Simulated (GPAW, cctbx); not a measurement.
## By hand: from a DFT structure factor to an extinction distance in Mg3Pb2S2

Mg3Pb2S2, R-3m (no. 166), a = 6.3838 Å, b = 6.3838 Å, c = 14.6718 Å, α = 90.00°, β = 90.00°, γ = 120.00°.

```csv
atom,mult.,x,y,z
Pb1,3,1/3,2/3,1/6
Pb2,3,0,0,0
S1,6,1/3,2/3,0.9481
Mg1,9,5/6,1/6,1/6
```

The start was made by putting kin elements into a known structure type; the compound need not exist, or be stable, in this form.

A DFT run (GPAW, PBE, 450 eV, 5×5×5 k-points, Fermi–Dirac width 0.1 eV) gives the static X-ray structure factor of 1 0 -2 as 351.065 e for the conventional cell; superposed free atoms give 352.216 e. **Problem.** Find the Fourier component V of the crystal potential and the two-beam extinction distance at 80 kV in both cases.

## Step 1: Geometry

The cell volume is Ω = 517.81 Å³ and d(1 0 -2) = 4.4151 Å, so g = 1/d = 0.2265 Å⁻¹.

## Step 2: The nuclei

Electrons feel nuclei as well as electrons, so the nuclear charges are summed with the same phases.

Phase sums Σ exp(2πi h·x), turned so that the total is real and positive: Pb +6.000, S -5.539, Mg -3.000. Then F_Z = 82 × (+6.000) + 16 × (-5.539) + 12 × (-3.000) = 367.38 e. The electron term has the same sign for this reflection.

## Step 3: Mott–Bethe

Poisson's equation, term by term, gives V = (e/4πε₀)(F_Z − F)/(πΩg²), with e/4πε₀ = 14.3996 V Å.

The prefactor is 14.3996 × 4.4151²/(π × 517.81) = 0.17255 V per electron. Free atoms: (367.38 − 352.216) × 0.17255 = 2.616 V. Crystal: (367.38 − 351.065) × 0.17255 = 2.815 V. F changes by -0.33 % and V by +7.6 %: the same 1.15 e is measured against F_Z − F = 15.2 e in place of F = 352.2 e.

## Step 4: Extinction distance

In the two-beam case ξ = 1/(λU) with U = 2γm₀eV/h², that is ξ = 150.41 V Å²/(γλV).

At 80 kV, λ = 0.04176 Å and γ = 1.1566. Free atoms: ξ = 1191 Å. Crystal: ξ = 1107 Å. The thickness fringes go as sin²(πt/ξ), so the two patterns slip by a quarter of a period when t|1/ξ₁ − 1/ξ₀| = 1/4, at t ≈ 392 nm. Thermal motion, absorption and many-beam coupling, left out here, change a real pattern.

## Step 5: Answer

V(1 0 -2) is 2.81 V against 2.62 V, and ξ is 1107 against 1191 Å. Limits: static atoms, two beams.

[Outputs are excerpts: Python notices, other lines and further rows are left out; steps that failed or that the build refused (PBEsol, TPSS) are not shown.]

[Logs are printed without paths, hosts, clocks, repeated set-up lines and the standing remarks that a program may print on its own settings, such as how far it seeks lower states.]
